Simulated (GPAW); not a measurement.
# The basis that the transmission of CN in line between two Pb chains needs, part 2 of 2

Aim: T(E), conductance and thermopower of CN in line between two Pb chains, and what cheaper settings cost in accuracy.

GPAW 26.7.0; GPAW LCAO, PAW setups; Landauer transmission from Green's functions with principal layers (ASE), zero bias.

So far, transmission at the Fermi level (one spin): step 2 (double-zeta polarised basis, PBE, GPAW) 1.86; step 3 (basis szp(dzp), PBE, GPAW) 1.88; step 4 (basis sz(dzp), PBE, GPAW) 1.87; step 5 (RPBE) 1.85.

## (8) Potential alignment off

Without the shift, lead and junction are matched by their Fermi levels alone.

This step: GPAW LCAO, PAW setups; Landauer transmission from Green's functions with principal layers (ASE), zero bias (GPAW 26.7.0).

run.py

```python
import json
import numpy as np
from ase import Atoms
from ase.transport.calculators import TransportCalculator
from gpaw import GPAW, FermiDirac
from gpaw.lcao.tools import get_lcao_hamiltonian
from scipy.linalg import eigh

# The junction with lead layers at both ends, along the third cell vector
device = Atoms(
    ['Pb', 'Pb', 'Pb', 'Pb', 'Pb', 'C', 'N', 'Pb', 'Pb', 'Pb', 'Pb', 'Pb'],
    positions=[
        [4.50000, 4.50000, 1.45000],
        [4.50000, 4.50000, 4.35000],
        [4.50000, 4.50000, 7.25000],
        [4.50000, 4.50000, 10.15000],
        [4.50000, 4.50000, 13.05000],
        [4.50000, 4.50000, 15.12020],
        [4.50000, 4.50000, 16.30020],
        [4.50000, 4.50000, 18.34630],
        [4.50000, 4.50000, 21.24630],
        [4.50000, 4.50000, 24.14630],
        [4.50000, 4.50000, 27.04630],
        [4.50000, 4.50000, 29.94630]],
    cell=[[9.0, 0.0, 0.0], [0.0, 9.0, 0.0], [0.0, 0.0, 31.3963]],
    pbc=True)

# One principal layer of the lead: the first 3 atoms of the device
lead = Atoms(
    ['Pb', 'Pb', 'Pb'],
    positions=[
        [4.50000, 4.50000, 1.45000],
        [4.50000, 4.50000, 4.35000],
        [4.50000, 4.50000, 7.25000]],
    cell=[[9.0, 0.0, 0.0], [0.0, 9.0, 0.0], [0.0, 0.0, 8.7]],
    pbc=True)

settings = dict(mode='lcao', basis='dzp', xc='PBE', h=0.18,
                occupations=FermiDirac(0.1), maxiter=250,
                mixer=dict(beta=0.1, nmaxold=8, weight=100.0),
                convergence=dict(density=0.0001))
energies = np.arange(-3, 3 + 1e-9, 0.075)
eta = 0.0001
n1, n2 = 1, 1
# k and -k transmit alike, so half of the mesh across the current serves
mesh = [(i, j) for i in range(n1) for j in range(n2) if (i, j) <= (-i % n1, -j % n2)]
weights = np.array([1 if (i, j) == (-i % n1, -j % n2) else 2 for i, j in mesh]) / (n1 * n2)

# [... helper functions left out ...]
fermi_lead = ground_state(lead, (1, 1, 13), 'lead.txt')
fermi_device = ground_state(device, (1, 1, 3), 'device.txt')
# [... loop over the mesh left out, but for ...]
        # Lead and device are aligned by their Fermi levels alone
        shift = 0.0
# [...]
kT = 8.617333e-5 * 300
bias = [0.1, 0.2, 0.5, 1.0, 1.5, 2.0]
# [... integrals and printing left out ...]
```

On the command line:

```sh
$ OMP_NUM_THREADS=1 OPENBLAS_NUM_THREADS=1 python run.py
```

Log:

```text
basis functions: device 256, principal layer 69
Fermi level: lead -2.5491 eV, device -2.5435 eV; lead shifted by 0.0000 eV
largest coupling past the next layer 2.76e-08 eV, largest misfit of the first layer 0.080 eV
  E-E_F (eV)   T (one spin)  [channel counts left out]
    -3.000    5.2440e-12
    -2.925    6.7075e-12
    -2.850    9.3169e-12
    -2.775    1.4300e-11
    -2.700    2.5009e-11
    -2.625    5.2970e-11
    -2.550    1.5819e-10
    -2.475    1.3144e-09
    -2.400    2.4740e-03
    -2.325    6.5274e-03
    -2.250    1.0163e-02
    -2.175    1.3447e-02
    -2.100    1.6432e-02
    -2.025    1.9162e-02
    -1.950    2.1674e-02
    -1.875    2.3997e-02
[...]
2.475    6.8827e-01
     2.550    5.9633e-01
     2.625    4.8885e-01
     2.700    3.6629e-01
     2.775    2.3219e-01
     2.850    9.3342e-02
     2.925    7.3867e-02
     3.000    7.5033e-02
conductance at 300 K: 1.8329 G0 a cell; thermopower -1.591 uV/K
current from the zero-bias T(E) at 0.1 V: 14.193 uA
current from the zero-bias T(E) at 0.2 V: 28.34 uA
current from the zero-bias T(E) at 0.5 V: 70.188 uA
current from the zero-bias T(E) at 1.0 V: 138 uA
current from the zero-bias T(E) at 1.5 V: 194.01 uA
current from the zero-bias T(E) at 2.0 V: 225.75 uA
```

Elapsed: 47 s, on 1 thread of AMD EPYC 9R45, shared host; peak memory 1.5 GiB.

This step gave:

- conductance: 1.833 G₀
- thermopower: -1.591 μV/K
- largest coupling past the next principal layer: 2.76e-8 eV
- largest misfit of the first principal layer: 0.08024 eV
- shift that aligns the lead: 0 eV
- transmission at the Fermi level (one spin): 1.837

One spin. The transmission, zone mean by energy, zero at the Fermi level:

| energy (eV) | transmission, zone mean |
| --- | --- |
| -3.00 | 5.2e-12 |
| -2.85 | 9.3e-12 |
| -2.70 | 2.5e-11 |
| -2.55 | 1.6e-10 |
| -2.33 | 0.00653 |
| -2.17 | 0.0134 |
| -2.02 | 0.0192 |
| -1.88 | 0.0240 |
| -1.73 | 0.0282 |
| -1.57 | 0.0318 |
| -1.35 | 0.0366 |
| -1.20 | 0.0394 |
| -1.05 | 0.0418 |
| -0.90 | 0.0441 |
| -0.75 | 0.0461 |
| -0.60 | 1.70 |
| -0.38 | 1.71 |
| -0.23 | 1.72 |
| -0.07 | 1.80 |
| 0.00 | 1.84 |
| 0.07 | 1.86 |
| 0.15 | 1.87 |
| 0.23 | 1.85 |
| 0.38 | 1.79 |
| 0.60 | 1.66 |
| 0.75 | 1.60 |
| 0.90 | 1.57 |
| 1.05 | 1.56 |
| 1.20 | 1.55 |
| 1.35 | 1.51 |
| 1.57 | 1.39 |
| 1.73 | 1.28 |
| 1.88 | 1.17 |
| 2.02 | 1.06 |
| 2.17 | 0.948 |
| 2.33 | 0.834 |
| 2.55 | 0.596 |
| 2.70 | 0.366 |
| 2.85 | 0.0933 |
| 3.00 | 0.0750 |

Not self-consistent under bias; the bias window is split evenly. Table of current through one cell, from the zero-bias transmission by bias:

| bias (V) | current through one cell, from the zero-bias transmission (μA) |
| --- | --- |
| 0.100 | 14.2 |
| 0.200 | 28.3 |
| 0.500 | 70.2 |
| 1.000 | 138 |
| 1.500 | 194 |
| 2.000 | 226 |

The transmission of the three most open eigenchannels by energy, zero at the Fermi level:

| energy (eV) | channel 1 | channel 2 | channel 3 |
| --- | --- | --- | --- |
| -3.00 | 5.2e-12 | 0 | 0 |
| -2.77 | 1.4e-11 | 0 | 0 |
| -2.55 | 1.6e-10 | 0 | 0 |
| -2.40 | 0.00247 | 0 | 0 |
| -2.17 | 0.0134 | 0 | 0 |
| -1.95 | 0.0217 | 0 | 0 |
| -1.73 | 0.0282 | 0 | 0 |
| -1.57 | 0.0318 | 0 | 0 |
| -1.35 | 0.0366 | 0 | 0 |
| -1.12 | 0.0406 | 0 | 0 |
| -0.90 | 0.0441 | 0 | 0 |
| -0.75 | 0.0461 | 7.0e-10 | 7.0e-10 |
| -0.53 | 0.849 | 0.849 | 0.0488 |
| -0.30 | 0.823 | 0.823 | 0.0511 |
| -0.07 | 0.873 | 0.873 | 0.0531 |
| 0.00 | 0.892 | 0.892 | 0.0536 |
| 0.07 | 0.903 | 0.903 | 0.0542 |
| 0.30 | 0.886 | 0.886 | 0.0556 |
| 0.53 | 0.822 | 0.822 | 0.0568 |
| 0.75 | 0.769 | 0.769 | 0.0578 |
| 0.90 | 0.755 | 0.755 | 0.0584 |
| 1.12 | 0.749 | 0.749 | 0.0593 |
| 1.35 | 0.725 | 0.725 | 0.0602 |
| 1.57 | 0.665 | 0.665 | 0.0611 |
| 1.73 | 0.610 | 0.610 | 0.0619 |
| 1.95 | 0.523 | 0.523 | 0.0632 |
| 2.17 | 0.442 | 0.442 | 0.0649 |
| 2.40 | 0.350 | 0.350 | 0.0671 |
| 2.55 | 0.264 | 0.264 | 0.0688 |
| 2.77 | 0.0803 | 0.0803 | 0.0717 |
| 3.00 | 0.0750 | 5.8e-11 | 5.8e-11 |

The conductance, 1.83 G₀, lies 1.2 % below that of the dzp run.

## (9) A second varied run

A last run, with other settings again.

Changes to run.py since step 8:

```diff
@@ -37,4 +37,4 @@
 
-settings = dict(mode='lcao', basis='dzp', xc='PBE', h=0.18,
-                occupations=FermiDirac(0.1), maxiter=250,
+settings = dict(mode='lcao', basis='dzp', xc='PBE0', h=0.18,
+                occupations=FermiDirac(0.1), maxiter=75,
                 mixer=dict(beta=0.1, nmaxold=8, weight=100.0),
@@ -52,4 +52,4 @@
 # [... loop over the mesh left out, but for ...]
-        # Lead and device are aligned by their Fermi levels alone
-        shift = 0.0
+        # Shift the lead onto the potential of the device's first layer
+        shift = ((H[:, 0, 0] - H0[:, 0, 0]) / S0[0, 0]).real.mean()
 # [...]
```

Log:

```text
gpaw.dft.LegacyGPAWError
```

The job ended after 0.51 s (1 thread; peak memory 0.18 GiB).

The input was rejected at the start.

The fault put into the input: an unknown or unserved functional (xc = "PBE0").

## (10) What came out

| Property | Result |
| --- | --- |
| conductance | 1.86 G₀ |
| transmission at the Fermi level, mean of the spins | 1.86 |
| thermopower | about 0 (under 1.5 μV/K) |

In the dzp basis the junction conducts 1.86 G₀ at 300 K, with T = 1.86 a spin at the Fermi level; the sz basis reaches that conductance within 10 %. At the Fermi level the three most open eigenchannels pass 0.90, 0.90 and 0.054. Measured against the first run (dzp), the nearest curve is that of dzp-RPBE (r.m.s. 0.012) and the farthest that of sz (0.084). Over the compared runs wall time goes from 25 s (sz) to 49 s (dzp-RPBE), on a shared host. The geometry was built from estimated bond lengths and not relaxed, so the numbers describe this model structure. The run had no spin polarisation, so a magnetic state, which chains and small molecules with open shells often have, wasn't tested. Spin-orbit coupling is left out, which matters for the heavy atoms here. An evenly spaced straight chain is an idealisation: free chains tend to dimerise, zigzag or, where a band edge lies near the Fermi level, turn magnetic. The currents use the zero-bias T(E) throughout, which holds only while the bias is small against the distance to the nearest feature. The energy step is wider than the thermal energy, so the conductance and thermopower rest on interpolation of T(E).

[Logs are printed without paths, hosts, clocks, repeated set-up lines and the standing remarks that a program may print on its own settings, such as how far it seeks lower states.]

[Hosts, paths, dates, database ids (printed as entryN), source tags and the programs' standing remarks are cut or masked in the printed files.]
